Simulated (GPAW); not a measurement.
# Work function of puckered SnSe monolayer at several levels

How far do functional and basis move the work function of puckered SnSe monolayer? Where a layer proves gapped, the work function hangs on where the smearing puts the Fermi level, and the band edges take its place.

Method: GPAW, PAW setups; layer in a repeated cell with vacuum, relaxation of atoms and in-plane cell, in the first sound run; inputs show where later runs differ, in GPAW 26.7.0.

## (1) The structure

The cell holds 4 atoms: 2 Sn and 2 Se. Cell: a = 4.400 Å, b = 4.290 Å, c = 20.794 Å, α = 90.0°, β = 90.0°, γ = 90.0°. Vacuum lies along c.

## (2) Relaxation

The atoms are relaxed first, since the surface dipole, and with it the work function, follows the positions of the outer layers.

Input file run.py:

```python
import json
import numpy as np
from ase import Atoms
from ase.filters import FrechetCellFilter
from ase.optimize import BFGS
from gpaw import GPAW, PW

slab = Atoms(
    ['Sn', 'Se', 'Se', 'Sn'],
    positions=[
        [0.26400, 0.00000, 9.00000],
        [1.93600, 2.14500, 9.10000],
        [4.13600, 0.00000, 11.69360],
        [2.46400, 2.14500, 11.79360]],
    cell=[[4.4, 0.0, 0.0], [0.0, 4.29, 0.0], [0.0, 0.0, 20.7936]],
    pbc=[True, True, True])

slab.calc = GPAW(mode=PW(600), xc='PBE', kpts={'size': (6, 7, 1), 'gamma': True},
                 occupations={'name': 'fermi-dirac', 'width': 0.05}, nbands='200%',
                 convergence={'density': 1e-05}, maxiter=200,
                 symmetry={'tolerance': 1e-3}, txt='slab.txt')
result = {}
# The in-plane cell is free; stress needs a cell that repeats along all three vectors
path = []
opt = BFGS(FrechetCellFilter(slab, mask=[1, 1, 0, 0, 0, 1]), maxstep=0.2)
opt.attach(lambda: path.append((slab.get_potential_energy(), slab.positions.tolist(), slab.get_forces().tolist())))
result['relaxed'] = bool(opt.run(fmax=0.02, steps=45))
result['path'] = path
result['cell'] = slab.cell.tolist()
print('in-plane lattice', slab.cell.cellpar().round(4)[[0, 1, 5]])
energy = slab.get_potential_energy()
fermi = slab.calc.get_fermi_level()
v = slab.calc.get_electrostatic_potential().mean((0, 1)) - fermi
n = slab.calc.get_pseudo_density().mean((0, 1))
L = slab.cell[2, 2]
z = np.arange(len(v)) * L / len(v)
low, high = slab.positions[:, 2].min(), slab.positions[:, 2].max()
below, above = np.interp([low - 6.8, high + 6.8], z, v)
slopes = [np.interp(x, z, np.gradient(v, z)) for x in (low - 6.8, high + 6.8)]
eps = np.array([[slab.calc.get_eigenvalues(k, s) for k in range(len(slab.calc.get_ibz_k_points()))]
                for s in range(slab.calc.get_number_of_spins())]) - fermi
top, bottom = eps[eps < 0].max(), eps[eps > 0].min()
dipole = slab.get_dipole_moment()[2]
print(f'energy {energy:.4f} eV, Fermi level {fermi:.4f} eV, dipole {dipole:.5f} e A')
print(f'potential 6.8 A off the faces, from the Fermi level: lower {below:.4f} eV, upper {above:.4f} eV')
print(f'slope of the potential there: lower {slopes[0]:.5f}, upper {slopes[1]:.5f} eV/A')
print(f'nearest levels on the mesh: {top:.4f} and {bottom:.4f} eV')
print('magnetic moment', round(slab.get_magnetic_moment(), 3))
result.update(energy=energy, fermi=fermi, dipole=dipole, below=below, above=above, slopes=slopes, edges=[top, bottom],
              z=z.tolist(), v=v.tolist(), n=n.tolist(), positions=slab.positions.tolist(),
              forces=slab.get_forces(apply_constraint=False).tolist(), moments=slab.get_magnetic_moments().tolist())
json.dump(result, open('result.json', 'w'))
```

Launch:

```
$ OMP_NUM_THREADS=1 OPENBLAS_NUM_THREADS=1 python run.py
```

The log of the run:

```text
Step          Energy          fmax
BFGS:    0      -16.487490        0.762658
BFGS:    1      -16.527992        0.642562
BFGS:    2      -16.633149        0.167683
BFGS:    3      -16.638453        0.204735
BFGS:    4      -16.640683        0.229952
BFGS:    5      -16.643939        0.230934
BFGS:    6      -16.648344        0.183718
BFGS:    7      -16.651541        0.116261
BFGS:    8      -16.653150        0.111305
BFGS:    9      -16.654159        0.099387
BFGS:   10      -16.654875        0.076825
BFGS:   11      -16.655602        0.044784
BFGS:   12      -16.656018        0.032734
BFGS:   13      -16.656144        0.029023
BFGS:   14      -16.656222        0.028812
BFGS:   15      -16.656349        0.037313
BFGS:   16      -16.656621        0.047495
BFGS:   17      -16.657079        0.052433
BFGS:   18      -16.657542        0.043556
BFGS:   19      -16.657778        0.027460
BFGS:   20      -16.657876        0.012687
in-plane lattice [ 4.4101  4.2814 90.    ]
energy -16.6579 eV, Fermi level -1.1870 eV, dipole 0.00018 e A
potential 6.8 A off the faces, from the Fermi level: lower 3.9841 eV, upper 3.9841 eV
slope of the potential there: lower -0.00000, upper 0.00001 eV/A
nearest levels on the mesh: -0.5692 and 0.5559 eV
magnetic moment 0.0
```

It took 40 min on 1 thread of Arm Neoverse V2, shared host; peak memory 0.93 GiB.

This step gave:

- dipole along the normal: 1.78e-4 e·Å
- levels nearest the Fermi level on the mesh: -0.5692, 0.5559 eV from the Fermi level

The electrostatic potential energy of an electron (without an applied field's), less the Fermi level, planar mean by z:

```
z (Å)  electrostatic potential energy of an electron (without an applied field's), less the Fermi level, planar mean (eV)
    0                                                                                                                3.98
    1                                                                                                                3.98
    2                                                                                                                3.98
    3                                                                                                                3.98
    4                                                                                                                3.98
    5                                                                                                                3.98
    6                                                                                                                3.97
    7                                                                                                                3.81
    8                                                                                                                1.03
    9                                                                                                               -20.5
   10                                                                                                              -0.210
   11                                                                                                               -2.93
   12                                                                                                               -16.1
   13                                                                                                                2.34
   14                                                                                                                3.89
   15                                                                                                                3.98
   16                                                                                                                3.98
   17                                                                                                                3.98
   18                                                                                                                3.98
   19                                                                                                                3.98
   20                                                                                                                3.98
```

Table of pseudo valence density, planar mean by z:

```
z (Å)  pseudo valence density, planar mean (e/Å³)
  5.0                                      2.6e-5
  5.5                                      1.1e-4
  6.0                                      4.6e-4
  6.5                                     0.00191
  7.0                                     0.00798
  7.5                                      0.0327
  8.0                                       0.125
  8.5                                       0.418
  9.0                                       0.855
  9.5                                       0.469
 10.0                                       0.173
 10.5                                       0.125
 11.0                                       0.256
 11.5                                       0.680
 12.0                                       0.744
 12.5                                       0.259
 13.0                                      0.0712
 13.5                                      0.0181
 14.0                                     0.00439
 14.5                                     0.00106
 15.0                                      2.5e-4
 15.5                                      6.1e-5
```

The relaxation lowered the energy of the cell by 0.170 eV (energies extrapolated to zero smearing; the optimiser's log prints free energies). The largest force left on a free atom is 0.0075 eV/Å.

## (3) The slab's potential

The work function is the vacuum plateau of the electrostatic potential less the Fermi level; a dipole layer lets the two faces have plateaus of their own.

This step: GPAW, PAW setups; slab in vacuum (GPAW 26.7.0).

The cell differs from the one that the last finished run ended in (c 20.794 → 20.745 Å).

run.py, as its differences from that of step 2:

```diff
@@ -3,4 +3,2 @@
 from ase import Atoms
-from ase.filters import FrechetCellFilter
-from ase.optimize import BFGS
 from gpaw import GPAW, PW
@@ -10,22 +8,15 @@
     positions=[
-        [0.26400, 0.00000, 9.00000],
-        [1.93600, 2.14500, 9.10000],
-        [4.13600, 0.00000, 11.69360],
-        [2.46400, 2.14500, 11.79360]],
-    cell=[[4.4, 0.0, 0.0], [0.0, 4.29, 0.0], [0.0, 0.0, 20.7936]],
-    pbc=[True, True, True])
+        [0.12237, 0.00000, 9.00000],
+        [2.08282, 2.14068, 9.03474],
+        [4.28787, 0.00000, 11.71005],
+        [2.32754, 2.14068, 11.74479]],
+    cell=[[4.41008, -0.0, 0.0], [0.0, 4.28136, 0.0], [0.0, 0.0, 20.7448]],
+    pbc=[True, True, False])
 
-slab.calc = GPAW(mode=PW(600), xc='PBE', kpts={'size': (6, 7, 1), 'gamma': True},
+slab.calc = GPAW(mode=PW(400), xc='PBE', kpts={'size': (6, 7, 1), 'gamma': True},
                  occupations={'name': 'fermi-dirac', 'width': 0.05}, nbands='200%',
                  convergence={'density': 1e-05}, maxiter=200,
+                 poissonsolver={'dipolelayer': 'xy'},
                  symmetry={'tolerance': 1e-3}, txt='slab.txt')
 result = {}
-# The in-plane cell is free; stress needs a cell that repeats along all three vectors
-path = []
-opt = BFGS(FrechetCellFilter(slab, mask=[1, 1, 0, 0, 0, 1]), maxstep=0.2)
-opt.attach(lambda: path.append((slab.get_potential_energy(), slab.positions.tolist(), slab.get_forces().tolist())))
-result['relaxed'] = bool(opt.run(fmax=0.02, steps=45))
-result['path'] = path
-result['cell'] = slab.cell.tolist()
-print('in-plane lattice', slab.cell.cellpar().round(4)[[0, 1, 5]])
 energy = slab.get_potential_energy()
```

The log of the run:

```text
energy -16.3958 eV, Fermi level -1.1799 eV, dipole 0.00017 e A
potential 6.8 A off the faces, from the Fermi level: lower 3.9839 eV, upper 3.9839 eV
slope of the potential there: lower -0.00005, upper 0.00005 eV/A
nearest levels on the mesh: -0.5708 and 0.5574 eV
magnetic moment 0.0
```

It took 67 s on 1 thread; peak memory 0.29 GiB.

Numbers from this step:

```
dipole along the normal                    : 1.71e-4 e·Å
levels nearest the Fermi level on the mesh : -0.5708, 0.5574 eV from the Fermi level
upper work function                        : 3.984 eV
lower work function                        : 3.984 eV
upper ionisation energy                    : 4.555 eV
```

Table of electrostatic potential energy of an electron (without an applied field's), less the Fermi level, planar mean by z:

z (Å), electrostatic potential energy of an electron (without an applied field's), less the Fermi level, planar mean (eV) and a bar from the least value:
```
      0.0        4.0 ##############################
      0.5        4.0 ##############################
      1.0        4.0 ##############################
      1.5        4.0 ##############################
      2.0        4.0 ##############################
      2.5        4.0 ##############################
      3.0        4.0 ##############################
      3.5        4.0 ##############################
      4.0        4.0 ##############################
      4.5        4.0 ##############################
      5.0        4.0 ##############################
      5.5        4.0 ##############################
      6.0        4.0 ##############################
      6.5        3.9 ##############################
      7.0        3.8 ##############################
      7.5        3.2 #############################
      8.0        0.8 ##########################
      8.5       -7.8 ################
      9.0      -20.5 
      9.5       -9.2 ##############
     10.0        0.0 #########################
     10.5        1.4 ###########################
     11.0       -3.4 #####################
     11.5      -17.1 ####
     12.0      -15.4 ######
     12.5       -2.2 ######################
     13.0        2.4 ############################
     13.5        3.6 ##############################
     14.0        3.9 ##############################
     14.5        4.0 ##############################
     15.0        4.0 ##############################
     15.5        4.0 ##############################
     16.0        4.0 ##############################
     16.5        4.0 ##############################
     17.0        4.0 ##############################
     17.5        4.0 ##############################
     18.0        4.0 ##############################
     18.5        4.0 ##############################
     19.0        4.0 ##############################
     19.5        4.0 ##############################
     20.0        4.0 ##############################
     20.5        4.0 ##############################
```

The pseudo valence density, planar mean by z:

```
z (Å)  pseudo valence density, planar mean (e/Å³)
 0.00                                      9.1e-7
 0.65                                           0
 1.08                                           0
 1.73                                      9.1e-7
 2.16                                      9.1e-7
 2.81                                           0
 3.24                                           0
 3.89                                      2.1e-6
 4.54                                      6.8e-6
 4.97                                      2.5e-5
 5.62                                      1.6e-4
 6.05                                      5.5e-4
 6.70                                     0.00351
 7.13                                      0.0121
 7.78                                      0.0730
 8.43                                       0.372
 8.86                                       0.826
 9.51                                       0.435
 9.94                                       0.181
10.59                                       0.133
11.02                                       0.275
11.67                                       0.836
12.10                                       0.606
12.75                                       0.129
13.40                                      0.0223
13.83                                     0.00652
14.48                                     0.00102
14.91                                      3.0e-4
15.56                                      4.7e-5
15.99                                      1.5e-5
16.64                                      1.6e-6
17.29                                      1.3e-6
17.72                                      1.0e-6
18.37                                           0
18.80                                           0
19.45                                      9.1e-7
19.88                                      9.0e-7
20.53                                           0
```

The layer is gapped, so the Fermi level lies somewhere inside the gap, set by smearing and numerics, and these work functions are no property of the material; the band edges below the vacuum level are. The potential is flat to 5.3e-5 eV/Å where it is read, so the vacuum is wide enough.

## (4) OptPBE vdW: xc = "optPBE-vdW"

The same geometry under optPBE-vdW, to see how far the functional moves the levels against the vacuum (the van der Waals functionals take revPBE setups).

run.py, as its differences from that of step 3:

```diff
@@ -15,3 +15,3 @@
 
-slab.calc = GPAW(mode=PW(400), xc='PBE', kpts={'size': (6, 7, 1), 'gamma': True},
+slab.calc = GPAW(mode=PW(400), xc='optPBE-vdW', kpts={'size': (6, 7, 1), 'gamma': True},
                  occupations={'name': 'fermi-dirac', 'width': 0.05}, nbands='200%',
```

The log of the run:

```text
energy -70.3785 eV, Fermi level -1.2707 eV, dipole 0.00018 e A
potential 6.8 A off the faces, from the Fermi level: lower 4.1207 eV, upper 4.1206 eV
slope of the potential there: lower -0.00006, upper 0.00006 eV/A
nearest levels on the mesh: -0.6080 and 0.5926 eV
magnetic moment 0.0
```

Elapsed: 78 s, on 1 thread; peak memory 0.49 GiB.

Numbers from this step:

```yaml
dipole_along_the_normal: 1.83e-4 e·Å
levels_nearest_the_fermi_level_on_the_mesh: -0.6080, 0.5926 eV from the Fermi level
upper_work_function: 4.121 eV
lower_work_function: 4.121 eV
upper_ionisation_energy: 4.729 eV
```

The electrostatic potential energy of an electron (without an applied field's), less the Fermi level, planar mean by z:

z (Å), electrostatic potential energy of an electron (without an applied field's), less the Fermi level, planar mean (eV) and a bar from the least value:
```
      0.0        4.1 ##############################
      0.5        4.1 ##############################
      1.0        4.1 ##############################
      1.5        4.1 ##############################
      2.0        4.1 ##############################
      2.5        4.1 ##############################
      3.0        4.1 ##############################
      3.5        4.1 ##############################
      4.0        4.1 ##############################
      4.5        4.1 ##############################
      5.0        4.1 ##############################
      5.5        4.1 ##############################
      6.0        4.1 ##############################
      6.5        4.1 ##############################
      7.0        3.9 ##############################
      7.5        3.3 #############################
      8.0        0.9 ##########################
      8.5       -7.8 ###############
      9.0      -20.5 
      9.5       -9.2 ##############
     10.0       -0.1 #########################
     10.5        1.3 ###########################
     11.0       -3.4 #####################
     11.5      -17.1 ####
     12.0      -15.4 ######
     12.5       -2.2 ######################
     13.0        2.5 ############################
     13.5        3.7 #############################
     14.0        4.0 ##############################
     14.5        4.1 ##############################
     15.0        4.1 ##############################
     15.5        4.1 ##############################
     16.0        4.1 ##############################
     16.5        4.1 ##############################
     17.0        4.1 ##############################
     17.5        4.1 ##############################
     18.0        4.1 ##############################
     18.5        4.1 ##############################
     19.0        4.1 ##############################
     19.5        4.1 ##############################
     20.0        4.1 ##############################
     20.5        4.1 ##############################
```

Table of pseudo valence density, planar mean by z:

```
z (Å)  pseudo valence density, planar mean (e/Å³)
    5                                      4.1e-5
    6                                      6.1e-4
    7                                     0.00912
    8                                       0.131
    9                                       0.834
   10                                       0.167
   11                                       0.266
   12                                       0.709
   13                                      0.0677
   14                                     0.00449
   15                                      3.1e-4
   16                                      2.0e-5
```

Force by atom:

```
atom  x (eV/Å)  y (eV/Å)  z (eV/Å)   size
 Sn1    -0.048     0.000    -0.226  0.231
 Se2     0.048     0.000    -0.107  0.118
 Se3     0.048     0.000     0.107  0.118
 Sn4    -0.049     0.000     0.227  0.232
```

The highest filled level lies 0.608 eV under the Fermi level, so the ionisation energy from the upper face is 4.121 + 0.608 = 4.729 eV, against 4.555 eV in the base run.

(Continued in part 2 of 3.)

[Logs are printed without paths, hosts, clocks, repeated set-up lines and the standing remarks that a program may print on its own settings, such as how far it seeks lower states.]

[Hosts, paths, dates, database ids (printed as entryN), source tags and the programs' standing remarks are cut or masked in the printed files.]
